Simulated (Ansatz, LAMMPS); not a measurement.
# Relaxing amorphous Si at 2.15 g/cm^3 (80 atoms), part 3 of 4

Aim: bring amorphous Si at 2.15 g/cm^3 (80 atoms) to a nearby minimum of the energy and see what moves.

Ansatz 0.2.0; Kohn-Sham DFT, PBE, PAW (set soft_2), plane waves.

The cell: 80 Si. The quench rate of 10 K/ps far exceeds what a furnace or splat quench reaches. The starting topology of bonds comes from the classical model. Sampling is at Γ alone, for a cell whose shortest periodic width is 12 Å.

So far. Step 4 (Relaxation): The relaxation changed the energy by -34.2 meV/atom, and atoms moved by 0.31 Å r.m.s., 1.3 Å at most.

**6. Single point at the relaxed geometry**

One more single point at the end of the walk gives the fuller output and checks the residual forces.

Contents of input.yaml:

```yaml
crystal:
  lattice:
    - [12.0113, 0.0, 0.0]
    - [0.0, 12.0113, 0.0]
    - [0.0, 0.0, 12.0113]
  atoms:
    - { symbol: Si, position: [0.07581, 0.54959, 0.79198] }
    - { symbol: Si, position: [0.59459, 0.00698, 0.55856] }
    - { symbol: Si, position: [0.07508, 0.36585, 0.52724] }
    - { symbol: Si, position: [0.51156, 0.51127, 0.71465] }
    - { symbol: Si, position: [0.60619, 0.23332, 0.74898] }
    - { symbol: Si, position: [0.7601, 0.5103, 0.13939] }
    - { symbol: Si, position: [0.56078, 0.58446, 0.35077] }
    - { symbol: Si, position: [0.50866, 0.17905, 0.58084] }
    - { symbol: Si, position: [0.64254, 0.92298, 0.73037] }
    - { symbol: Si, position: [0.62928, 0.06947, 0.86409] }
    - { symbol: Si, position: [0.36054, 0.30648, 0.13829] }
    - { symbol: Si, position: [0.74347, 0.1868, 0.13952] }
    - { symbol: Si, position: [0.28308, 0.28003, 0.77201] }
    - { symbol: Si, position: [0.6211, 0.13114, 0.28227] }
    - { symbol: Si, position: [0.18737, 0.37344, 0.19598] }
    - { symbol: Si, position: [0.25267, 0.9847, 0.65] }
    - { symbol: Si, position: [0.05412, 0.14227, 0.02593] }
    - { symbol: Si, position: [0.49157, 0.86509, 0.47694] }
    - { symbol: Si, position: [0.35994, 0.82534, 0.61156] }
    - { symbol: Si, position: [0.67936, 0.48494, 0.61029] }
    - { symbol: Si, position: [0.01346, 0.99744, 0.43314] }
    - { symbol: Si, position: [0.49053, 0.39763, 0.01593] }
    - { symbol: Si, position: [0.8822, 0.14449, 0.44004] }
    - { symbol: Si, position: [0.07361, 0.94708, 0.06973] }
    - { symbol: Si, position: [0.21912, 0.23836, 0.44942] }
    - { symbol: Si, position: [0.72266, 0.03675, 0.41912] }
    - { symbol: Si, position: [0.09535, 0.85169, 0.8954] }
    - { symbol: Si, position: [0.03051, 0.6354, 0.08169] }
    - { symbol: Si, position: [0.53722, 0.26787, 0.40225] }
    - { symbol: Si, position: [0.15766, 0.66791, 0.93471] }
    - { symbol: Si, position: [0.32903, 0.71741, 0.024] }
    - { symbol: Si, position: [0.48871, 0.02515, 0.99654] }
    - { symbol: Si, position: [0.23539, 0.68938, 0.5502] }
    - { symbol: Si, position: [0.39137, 0.8746, 0.92094] }
    - { symbol: Si, position: [0.48895, 0.80472, 0.7682] }
    - { symbol: Si, position: [0.23611, 0.65616, 0.3468] }
    - { symbol: Si, position: [0.4872, 0.59776, 0.02184] }
    - { symbol: Si, position: [0.05702, 0.99319, 0.62755] }
    - { symbol: Si, position: [0.5501, 0.98453, 0.17552] }
    - { symbol: Si, position: [0.34483, 0.53025, 0.59704] }
    - { symbol: Si, position: [0.91271, 0.17983, 0.89974] }
    - { symbol: Si, position: [0.79616, 0.79395, 0.73171] }
    - { symbol: Si, position: [0.98654, 0.84457, 0.72937] }
    - { symbol: Si, position: [0.75395, 0.85527, 0.35273] }
    - { symbol: Si, position: [0.31383, 0.16737, 0.61233] }
    - { symbol: Si, position: [0.65664, 0.42851, 0.41872] }
    - { symbol: Si, position: [0.19216, 0.43289, 0.68225] }
    - { symbol: Si, position: [0.76422, 0.66414, 0.58482] }
    - { symbol: Si, position: [0.67388, 0.82917, 0.17868] }
    - { symbol: Si, position: [0.43787, 0.88118, 0.28673] }
    - { symbol: Si, position: [0.06568, 0.22079, 0.20517] }
    - { symbol: Si, position: [0.29561, 0.78534, 0.20754] }
    - { symbol: Si, position: [0.21104, 0.15355, 0.90769] }
    - { symbol: Si, position: [0.37952, 0.52702, 0.39833] }
    - { symbol: Si, position: [0.68343, 0.35146, 0.04587] }
    - { symbol: Si, position: [0.46506, 0.35081, 0.82306] }
    - { symbol: Si, position: [0.33286, 0.12475, 0.06313] }
    - { symbol: Si, position: [0.35892, 0.33889, 0.34148] }
    - { symbol: Si, position: [0.63593, 0.73421, 0.45354] }
    - { symbol: Si, position: [0.96193, 0.81011, 0.15478] }
    - { symbol: Si, position: [0.2411, 0.98491, 0.18362] }
    - { symbol: Si, position: [0.87806, 0.54853, 0.98056] }
    - { symbol: Si, position: [0.88271, 0.24453, 0.26855] }
    - { symbol: Si, position: [0.0647, 0.68493, 0.64718] }
    - { symbol: Si, position: [0.98521, 0.49604, 0.39843] }
    - { symbol: Si, position: [0.82342, 0.4275, 0.31003] }
    - { symbol: Si, position: [0.6111, 0.63895, 0.16817] }
    - { symbol: Si, position: [0.57359, 0.64553, 0.85052] }
    - { symbol: Si, position: [0.76688, 0.70022, 0.90019] }
    - { symbol: Si, position: [0.10338, 0.54481, 0.24887] }
    - { symbol: Si, position: [0.80311, 0.85709, 0.03517] }
    - { symbol: Si, position: [0.94307, 0.66473, 0.49185] }
    - { symbol: Si, position: [0.03074, 0.15702, 0.73588] }
    - { symbol: Si, position: [0.241, 0.97029, 0.84282] }
    - { symbol: Si, position: [0.15114, 0.09085, 0.32795] }
    - { symbol: Si, position: [0.78046, 0.05678, 0.98881] }
    - { symbol: Si, position: [0.77268, 0.34179, 0.70804] }
    - { symbol: Si, position: [0.82416, 0.36492, 0.89942] }
    - { symbol: Si, position: [0.94548, 0.82116, 0.36005] }
    - { symbol: Si, position: [0.92539, 0.25577, 0.60259] }
kpoints:
  mp_grid: { grid: [1, 1, 1] }
hamiltonian:
  xc: pbe
scf:
  occupations: { method: fermi_dirac, width: 0.025 }
output:
  forces: true
  stress: true
  populations: true
  dos:
    method: { smearing: { sigma: 0.08 } }
    de: 0.05
    projected: { site_lists: { Si: [Si] } }
  eigenvalues: true
  write_density: true
  write_potential: true
  volumetric_format: npy
```

Launch:

```bash
$ ansatz run input.yaml --threads 4 --pin off --max-ram 8192MiB --backend cpu --events-out ev --progress --plain --runs-dir out
```

Numbers of over 12 decimals in the logs are rounded to 6 here.

Output:

```text
[...]
Crystal: 80 atoms, lattice volume = 1732.886 Å³
Basis set: ecut = 420 eV, 33833 PW (Γ), exchange–correlation on 162×162×162 points (8 copies of the dense FFT grid, shifted against one another)
Bands: 240, of which v1, the nominal top of the filled ones, is band 160 counted from 1 (159 counted from 0)
Symmetry: 1 space group operations
[...]
k-points: 1
[...]
SCF iter   1: F=—  HF=-50850.903766 eV  |F-HF|=—  |Δ(HF+E_count)|=         —  Δρ=3.73e-3  dr2=1.23e0  ethr=1.77e-3  ⟨swp⟩=6.0  Hψ=1105  notcnv=0  defer=39
[...]
SCF iter  10: F=-50850.745623 eV  HF=-50850.745623 eV  |F-HF|=2.29e-8  |Δ(HF+E_count)|=   1.96e-7  Δρ=8.76e-7  dr2=7.31e-8  ethr=3.13e-11  ⟨swp⟩=24.0  Hψ=2244  notcnv=0
SCF 1 converged in 10 iterations: F = -50850.745623 eV  dr2 = 7.31e-8
[...]
SCF converged after 10 iterations
Free energy (F): -50850.745623 eV
[...]
Internal energy: -50850.743466 eV  (E = F + TS)
E sigma→0 (E₀):  -50850.744544 eV
Entropy (-TS):   -0.002157 eV (-0.027 meV/atom)
Fermi energy:    5.626604 eV
[...]
--- Forces (eV/Å), atoms counted from 1 ---
  atom   1  Si    -0.00077427     0.00259368     0.00077669
  atom   2  Si    -0.00089251    -0.00125560    -0.00097821
  atom   3  Si    -0.00164935    -0.00354732     0.00142849
  atom   4  Si    -0.00382964     0.00415236     0.00039767
  atom   5  Si     0.00167355     0.00206811     0.00065176
  atom   6  Si    -0.00246537    -0.00381443    -0.00286079
  atom   7  Si    -0.00125586     0.00102482     0.00014462
  atom   8  Si    -0.00332854    -0.00037824     0.00188790
  atom   9  Si     0.00207254    -0.00054694     0.00307738
  atom  10  Si     0.00020861    -0.00062916    -0.00203535
  atom  11  Si     0.00042069    -0.00268715    -0.00261588
  atom  12  Si    -0.00103028     0.00006800     0.00142211
  atom  13  Si     0.00118849    -0.00013761     0.00088100
  atom  14  Si    -0.00181760     0.00003549    -0.00023810
[...]
atom  79  Si     0.00233897     0.00145554    -0.00218635
  atom  80  Si    -0.00103870     0.00132053     0.00125955
  max |Σ_I F_I| component: 4.02e-5 eV/Å
--- Stress (GPa, compression-positive) ---
        0.017016       0.310824      -0.681130
        0.310824      -1.485842      -0.076032
       -0.681130      -0.076032      -2.784457
  P = ⅓ Tr σ = -1.4178 GPa (-14.178 kbar)
--- Band table (eV) ---
[...]
--- Löwdin populations: 80 sites ---
  site symbol       q [e]
     0     Si      4.1380
     1     Si      3.9454
     2     Si      3.9621
[...]
79     Si      3.9336
  spilling = 0.010730 (of n_electrons = 320.000000)
```

Wall time 54 s (4 threads of Intel Xeon at 2.50GHz (Skylake/Cascade Lake), shared host); peak memory 1.6 GiB.

Numbers from this run:

```
free energy                                      : -50850.7456 eV
free energy per atom                             : -635.6343 eV/atom
SCF cycles                                       : 10
pressure                                         : -1.418 GPa
r.m.s. force component                           : 0.00232 eV/Å
longest force                                    : 0.0131 eV/Å
Fermi energy                                     : 5.627 eV
gap (highest filled to lowest empty level) : 0.2871 eV
spilling of the projection                       : 0.01073
```

The mean of these charges, 0.043 e, is only the charge that the projection spills.

Löwdin charges by element and coordination (they lack the spilled electrons, 0.043 e an atom on average):

```tsv
element	coordination	atoms	mean charge (e)	spread	least	most
Si	all	80	0.0429	0.0352	-0.138	0.156
Si	3	3	-0.0267	0.131	-0.138	0.156
Si	4	76	0.0459	0.0207	-0.0027	0.148
Si	5	1	0.0256	0	0.0256	0.0256
```

States in the cell by windows of 1 eV, zero at the Fermi level; the larger projections on atomic orbitals stand beside the total:

```tsv
from (eV)	to (eV)	total	Si p	Si s
-13	-12	1.3	0.0	1.3
-12	-11	11.3	2.6	8.7
-11	-10	21.8	6.4	15.3
-10	-9	18.8	6.0	12.7
-9	-8	25.9	9.1	16.6
-8	-7	21.1	9.0	12.0
-7	-6	20.9	11.3	9.4
-6	-5	21.5	14.1	7.2
-5	-4	24.4	19.2	4.9
-4	-3	39.3	34.5	4.4
-3	-2	52.3	48.3	3.3
-2	-1	48.1	45.0	2.3
-1	0	13.2	11.9	1.0
0	1	13.2	9.1	3.0
1	2	43.0	27.4	10.1
2	3	54.0	34.2	10.0
```

The levels nearest the highest filled one (over half full), pooled over k-points and spins:

```tsv
level less the highest filled one (eV)	occupation
-0.818	2
-0.716	2
-0.665	2
-0.608	2
-0.272	2
0	1.99
0.287	0.006
0.505	0
0.677	0
0.835	0
0.987	0
1.05	0
```

Electrostatic potential energy in the bc plane at fractional x = 0.065, with atoms of Si within 0.2 Å of it. With pseudopotentials it is smooth inside the atoms' cores, unlike the true potential.

Values in eV, 13 rows by 16 columns, each cell a mean:
```
  7  -1 -11   2   9  10  10  10   9   7   3   5   3 -15  -7   4
  9   8   7   8   9  10  10   7  -2  -1   5   6  -2 -35 -20   6
  9   3 -10   0   9  10   9   0 -40 -35   3   8   6   0   3   8
  1  -5 -37 -14   7   9   9   5 -10  -8  -6  -7   3  -1   2   2
-36   0   1   5   8   6   6   8   8   3 -36 -42  -1   6   1 -35
-16   5   9   8   3 -25 -24   3   9   7  -4  -6   6   9   5 -15
 -4   6   9   9   3 -29 -28   2   7   8   7   8   9   9   7  -2
-16   3   7   9   8   5   5   1   1   7   8   9   8   8   6 -12
  3   1   5   7   8   9   8   4  -1   3   8   9   8   7   8   6
  7   5  -2 -23  -9   7   8   1 -30 -21   5   9   8   8   9   9
  7   7  -8 -42 -22   5   7   5  -7  -5   3   7   6   6   6   5
 -3   1  -8  -3   4   8   8   9   6 -14 -32  -2   7   5 -18 -34
 -4 -21 -46 -13   8   9   9   9   7  -6 -17   2   8   5 -17 -33
```
Columns run along b (12.0 Å; values clipped at the 3rd and 97th percentile), rows up along c (12.0 Å). Atoms in or near the plane, at fractional coordinates: Si at (0.55, 0.79), Si at (0.37, 0.53), Si at (0.14, 0.03), Si at (0.95, 0.07), Si at (0.99, 0.63), Si at (0.22, 0.21), Si at (0.68, 0.65).

Valence density in the bc plane at fractional x = 0.065, with atoms of Si within 0.2 Å of it. It is the smooth field of the valence electrons, not physical close to the nuclei.

Values in e/Å³, 13 rows by 16 columns, each cell a mean:
```
0.13 0.22 0.31 0.21 0.04 0.01 0.01 0.02 0.06 0.17 0.28 0.23 0.24 0.33 0.43 0.23
0.04 0.08 0.15 0.10 0.03 0.01 0.02 0.10 0.24 0.29 0.20 0.16 0.29 0.32 0.31 0.12
0.06 0.18 0.31 0.25 0.07 0.02 0.05 0.25 0.25 0.28 0.24 0.10 0.19 0.39 0.29 0.09
0.26 0.40 0.31 0.33 0.12 0.04 0.07 0.19 0.28 0.43 0.44 0.31 0.32 0.30 0.28 0.24
0.29 0.37 0.23 0.17 0.12 0.14 0.17 0.11 0.09 0.24 0.28 0.23 0.33 0.19 0.31 0.28
0.35 0.16 0.05 0.07 0.21 0.30 0.29 0.18 0.06 0.11 0.29 0.28 0.12 0.05 0.14 0.33
0.35 0.13 0.04 0.06 0.21 0.26 0.34 0.30 0.12 0.08 0.12 0.10 0.05 0.03 0.11 0.33
0.45 0.28 0.09 0.05 0.07 0.13 0.23 0.30 0.24 0.13 0.07 0.05 0.06 0.07 0.15 0.31
0.33 0.32 0.20 0.12 0.07 0.04 0.08 0.27 0.44 0.25 0.08 0.04 0.06 0.08 0.09 0.16
0.09 0.19 0.36 0.30 0.26 0.13 0.10 0.25 0.37 0.31 0.13 0.04 0.06 0.06 0.04 0.04
0.08 0.12 0.33 0.24 0.31 0.19 0.10 0.15 0.31 0.45 0.26 0.12 0.12 0.15 0.17 0.14
0.32 0.28 0.44 0.45 0.19 0.06 0.03 0.04 0.15 0.37 0.31 0.27 0.16 0.24 0.37 0.25
0.44 0.39 0.19 0.29 0.08 0.01 0.01 0.01 0.08 0.29 0.44 0.28 0.11 0.21 0.39 0.29
```
Columns run along b (12.0 Å), rows up along c (12.0 Å). Atoms in or near the plane, at fractional coordinates: Si at (0.55, 0.79), Si at (0.37, 0.53), Si at (0.14, 0.03), Si at (0.95, 0.07), Si at (0.99, 0.63), Si at (0.22, 0.21), Si at (0.68, 0.65).

Löwdin charges run from -0.14 to +0.16 e, about a mean that is the spilled charge alone. Within 0.4 eV of the Fermi level the largest share is Si p (85 % of the projected weight).

A closer look about Si73, which has 3 bonded neighbours where the commonest count for Si is 4: 8 atoms, nearest first, numbered in the order of the input, with positions taken from that point.

```tsv
atom	x	y	z	distance (Å)	bonds	Löwdin charge (e)
Si73	0.00	0.00	0.00	0.00	3	-0.10
Si80	-1.27	1.19	-1.60	2.36	4	0.07
Si38	0.32	-1.97	-1.30	2.38	4	0.06
Si41	-1.42	0.27	1.97	2.44	4	0.03
Si53	2.17	-0.04	2.06	2.99	4	0.05
Si13	3.03	1.48	0.43	3.40	4	0.06
Si17	0.28	-0.18	3.48	3.50	4	0.06
Si16	2.67	-2.07	-1.03	3.53	4	0.03
```

The column of bonds counts only the pairs Si-Si within 2.83 Å; other neighbours, such as metal atoms beside each other in a compound, aren't counted, and periodic images can show an atom twice.

**7. Functional HSE06**

HSE06 mixes in a quarter of exact exchange at short range, which counters self-interaction, at a higher cost.

This step: Kohn-Sham DFT, HSE06, PAW (set soft_2), plane waves (Ansatz 0.2.0).

Edit input.yaml of step 6 so:

```diff
@@ -10,3 +10,3 @@
 hamiltonian:
-  xc: pbe
+  xc: hse06
 scf:
@@ -22,4 +22 @@
   eigenvalues: true
-  write_density: true
-  write_potential: true
-  volumetric_format: npy
```

Output:

```text
Warning: output.stress: scf.convergence.dr2_threshold = 1e-7 eV (the SCF's general default) is looser than the 1.6e-9 eV advised for a printed stress (1e-10 eV for each atom of the cell: 80, of which 16 are counted). What an SCF threshold leaves in a stress goes as its square root, and in the free energy as the threshold itself, and one threshold admits the most on a small cell: [...]
Warning: output.stress: scf.exx.energy_threshold = 1e-6 eV is looser than the 1.6e-7 eV advised for a stress under a hybrid functional (1e-8 eV for each atom of the cell: 80, of which 16 are counted). Every SCF of the exchange loop can meet its threshold on dr2 while the loop round them stops early: [...]
[...]
Crystal: 80 atoms, lattice volume = 1732.886 Å³
Basis set: ecut = 420 eV, 33833 PW (Γ), exchange–correlation on 162×162×162 points (8 copies of the dense FFT grid, shifted against one another)
Bands: 240, of which v1, the nominal top of the filled ones, is band 160 counted from 1 (159 counted from 0)
Symmetry: 1 space group operations
[...]
k-points: 1
[...]
SCF iter   1: F=—  HF=-50850.696408 eV  |F-HF|=—  |Δ(HF+E_count)|=         —  Δρ=3.73e-3  dr2=1.21e0  ethr=1.77e-3  ⟨swp⟩=14.0  Hψ=1453  notcnv=0
[...]
SCF iter   6: F=—  HF=-50850.539854 eV  |F-HF|=—  |Δ(HF+E_count)|=   1.61e-4  Δρ=3.58e-5  dr2=5.93e-5  ethr=1.61e-7  ⟨swp⟩=4.0  Hψ=405  notcnv=0
SCF iter   7: F=-50850.539889 eV  HF=-50850.539887 eV  |F-HF|=1.91e-6  |Δ(HF+E_count)|=   3.31e-5  Δρ=1.17e-5  dr2=3.31e-6  ethr=1.85e-8  ⟨swp⟩=4.0  Hψ=534  notcnv=0
SCF 1 stopped early in 7 iterations: F = -50850.539889 eV  dr2 = 3.31e-6
[...]
the semilocal start has a gap of 0.287 eV: under exact exchange another state, often on complex orbitals, can lie lower than the one that it leads to. A single point with scf.lower_state_search: full and scf.eigensolver.gamma_real: false can look for it
[...]
Exchange kernel: α = 0.2500, screened, ω = 0.2079 Å⁻¹, Wigner–Seitz truncation, v(0) = 979.5709 eV·Å³, q-mesh 1×1×1, nearest image of the exchange supercell L = 12.01 Å, pair-density grid 45×45×45, without the augmentation charges, whose exchange is taken in its separable form (sized by the pseudopotential files, [...]
Frozen-core exchange: fock
SCF iter   1: F=—  HF=-50886.908647 eV  |F-HF|=—  |Δ(HF+E_count)|=         —  Δρ=3.22e-3  dr2=2.59e-1  ethr=1.03e-8  ⟨swp⟩=15.0  Hψ=2022  notcnv=0
[...]
SCF iter   8: F=—  HF=-50886.969306 eV  |F-HF|=—  |Δ(HF+E_count)|=   4.44e-4  Δρ=6.41e-5  dr2=1.15e-3  ethr=1.03e-8  ⟨swp⟩=5.0  Hψ=834  notcnv=0
SCF iter   9: F=-50886.969117 eV  HF=-50886.969147 eV  |F-HF|=2.99e-5  |Δ(HF+E_count)|=   1.59e-4  Δρ=2.26e-5  dr2=6.13e-5  ethr=1.03e-8  ⟨swp⟩=4.0  Hψ=572  notcnv=0
SCF 2 stopped early in 9 iterations: F = -50886.969117 eV  dr2 = 6.13e-5
  Residual-converged pass: ⟨swp⟩=4.0  Hψ=645  notcnv=0  max |occ|·‖R‖ = 4.9e-6 eV (tolerance 6.7e-6 eV)  dr2=6.12e-5  dr2_onsite=3.30e-7  max |Δocc| = 9.7e-11
[...]
hybrid outer 1: dexx = +1.752e-1 eV, tail = 1.42e-4 eV
[...]
Frozen-core exchange: fock
SCF iter   1: F=—  HF=-50886.967420 eV  |F-HF|=—  |Δ(HF+E_count)|=         —  Δρ=2.76e-5  dr2=2.23e-5  ethr=2.23e-7  ⟨swp⟩=8.0  Hψ=646  notcnv=0
[...]
SCF iter   8: F=—  HF=-50886.967422 eV  |F-HF|=—  |Δ(HF+E_count)|=   1.69e-8  Δρ=5.28e-7  dr2=3.39e-8  ethr=1.70e-11  ⟨swp⟩=3.0  Hψ=445  notcnv=0
SCF iter   9: F=-50886.967422 eV  HF=-50886.967422 eV  |F-HF|=3.85e-9  |Δ(HF+E_count)|=   3.61e-9  Δρ=2.85e-7  dr2=1.19e-8  ethr=7.65e-12  ⟨swp⟩=4.0  Hψ=417  notcnv=0
SCF 3 converged in 9 iterations: F = -50886.967422 eV  dr2 = 1.19e-8
[...]
hybrid outer 2: dexx = +8.930e-6 eV, tail = 2.53e-8 eV, Δε = 9.79e-4 eV (about 1.61e-5 eV left of the loop's levels), ΔF = 3.00e-3 eV/Å (tail 2.33e-4)
hybrid SCF converged: 2 outer / 18 inner (+7 warm-up), last move |dexx| = 8.93e-6 eV, tail = 2.53e-8 eV
Stability not checked: this state was not tested for a lower state beside it, because the functional holds exact exchange (a hybrid, or Hartree-Fock), whose exchange loop this test does not read (fock_operator; see scf.lower_state_search)
Free energy (F): -50886.967423 eV
Frozen-core exchange: fock
[...]
Internal energy: -50886.967407 eV  (E = F + TS)
E sigma→0 (E₀):  -50886.967415 eV
Entropy (-TS):   -0.000016 eV (-0.000 meV/atom)
Fermi energy:    5.601773 eV
[...]
Σ components = -50886.967423   (vs F -50886.967423, Δ=0.00e0)
--- Forces (eV/Å), atoms counted from 1 ---
  atom   1  Si     0.07969255     0.06871969    -0.11235785
  atom   2  Si    -0.00336561    -0.00464609    -0.07012758
  atom   3  Si    -0.00982071    -0.02182216     0.02022895
  atom   4  Si     0.03891669    -0.03019656     0.00474078
[...]
atom  80  Si     0.05704321    -0.03567716     0.03195916
  max |Σ_I F_I| component: 8.27e-5 eV/Å
--- Stress (GPa, compression-positive) ---
       -1.319863       0.319495      -0.729470
        0.319495      -3.038327      -0.061423
       -0.729470      -0.061423      -4.524237
  P = ⅓ Tr σ = -2.9608 GPa (-29.608 kbar)
--- Band table (eV) ---
[...]
--- Löwdin populations: 80 sites ---
  site symbol       q [e]
     0     Si      4.1646
     1     Si      3.9446
     2     Si      3.9617
[...]
79     Si      3.9296
  spilling = 0.010865 (of n_electrons = 320.000000)
```

The job ended after 8.8 min (4 threads; peak memory 3.7 GiB; 24 min of CPU time).

The program notes that the gap was narrow in the semilocal warm-up, the exchange threshold is loose for the stress and the SCF threshold is loose for the stress.

Geometry and reference: those of the single point at the relaxed geometry.

Forces differ from those of the single point at the relaxed geometry by 45 meV/Å r.m.s.; the pressure by -1.5 GPa and the gap by +0.28 eV. It took 8.8 min and 25 cycles; the reference's time can't be set against it, since the two runs asked for unlike analyses.

The run gave:

```yaml
free_energy: -50886.9674 eV
free_energy_per_atom: -636.0871 eV/atom
scf_cycles: 25
pressure: -2.961 GPa
r_m_s_force_component: 0.04518 eV/Å
longest_force: 0.1981 eV/Å
fermi_energy: 5.602 eV
spacing_of_highest_filled_and_lowest_empty_level: 0.5633 eV
spilling_of_the_projection: 0.01086
```

Length of the force by element and coordination:

```tsv
element	coordination	atoms	mean length of the force (eV/Å)	spread	least	most
Si	all	80	0.0699	0.0352	0.0154	0.198
Si	3	3	0.138	0.0157	0.117	0.154
Si	4	76	0.0664	0.0324	0.0154	0.198
Si	5	1	0.129	0	0.129	0.129
```

The mean of these charges, 0.043 e, is only the charge that the projection spills.

Löwdin charges by element and coordination (they lack the spilled electrons, 0.043 e an atom on average):

```tsv
element	coordination	atoms	mean charge (e)	spread	least	most
Si	all	80	0.0435	0.0428	-0.165	0.187
Si	3	3	-0.0396	0.158	-0.165	0.183
Si	4	76	0.0472	0.0253	-0.0062	0.187
Si	5	1	0.0095	0	0.0095	0.0095
```

States in the cell by windows of 1 eV, zero at the Fermi level; the larger projections on atomic orbitals stand beside the total:

```tsv
from (eV)	to (eV)	total	Si p	Si s
-15	-14	0.0	0.0	0.0
-14	-13	2.6	0.2	2.4
-13	-12	15.0	3.8	11.1
-12	-11	25.4	7.7	17.6
-11	-10	13.5	4.5	8.9
-10	-9	26.4	9.7	16.6
-9	-8	18.3	8.0	10.1
-8	-7	18.5	10.1	8.3
-7	-6	18.1	11.8	6.1
-6	-5	22.5	16.9	5.4
-5	-4	27.8	24.2	3.3
-4	-3	44.3	40.3	3.5
-3	-2	50.4	47.2	2.5
-2	-1	33.3	31.3	1.4
-1	0	4.1	3.4	0.6
0	1	7.8	5.6	1.6
1	2	33.7	21.2	8.2
2	3	46.2	28.6	9.6
3	4	51.0	31.3	8.1
```

The levels nearest the highest filled one (over half full), pooled over k-points and spins:

```tsv
level less the highest filled one (eV)	occupation
-0.998	2
-0.904	2
-0.839	2
-0.790	2
-0.34	2
0	2
0.563	0
0.824	0
1.07	0
1.24	0
1.40	0
1.47	0
```

(Continued in part 4 of 4.)

[Logs are printed without paths, hosts, clocks, repeated set-up lines and the standing remarks that a program may print on its own settings, such as how far it seeks lower states.]

[Hosts, paths, dates, database ids (printed as entryN), source tags and the programs' standing remarks are cut or masked in the printed files.]
